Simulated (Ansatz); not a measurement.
Rows from a G0W0 calculation on SnI4O12 (P-1) (Ansatz 0.2.0; G0W0 on PBE, plane waves, PAW; PAW set soft_1; 4×2×2 mesh, 1000 empty bands, screening to 140 eV, PAW set soft_1 files), in eV. Spin-orbit coupling is left out.

| row | k | band | start | Σx | Σc at the solution | Vxc |
| --- | --- | --- | --- | --- | --- | --- |
| A | (0.250, -0.500, 0.000) | v1 | 5.660 | -24.799 | 3.688 | -20.529 |
| B | (0.000, -0.500, -0.500) | c1 | 9.442 | -14.496 | -3.482 | -18.859 |
| C | (0.250, -0.500, 0.000) | c2 | 9.787 | -13.481 | -3.721 | -18.053 |
| D | (0.000, -0.500, -0.500) | c2 | 9.602 | -13.566 | -3.715 | -18.125 |
| E | (0.000, -0.500, -0.500) | v1 | 5.863 | -25.073 | 3.608 | -20.906 |
| F | (0.250, -0.500, 0.000) | c1 | 8.609 | -14.292 | -3.363 | -18.462 |

Work out each quasiparticle level and how far it moved.

The quasiparticle equation reads E = start + Σx + Σc(E) − Vxc.

| row | E (eV) | shift (eV) |
| --- | --- | --- |
| A | 5.078 | −0.581 |
| B | 10.323 | +0.881 |
| C | 10.638 | +0.851 |
| D | 10.446 | +0.844 |
| E | 5.304 | −0.559 |
| F | 9.415 | +0.806 |

The gap over the computed points goes from 2.75 eV to 4.11 eV.

Limits: not at the basis limit; no spin-orbit coupling; coarse k mesh.

[Runs of the session that timed out or met a known fault of the program may be left out.]

[Cells called generated may have been cut or substituted from an entry of the Crystallography Open Database or the Materials Project.]

[Hosts, paths, dates, database ids (printed as entryN), source tags and the programs' standing remarks are cut or masked in the printed files.]
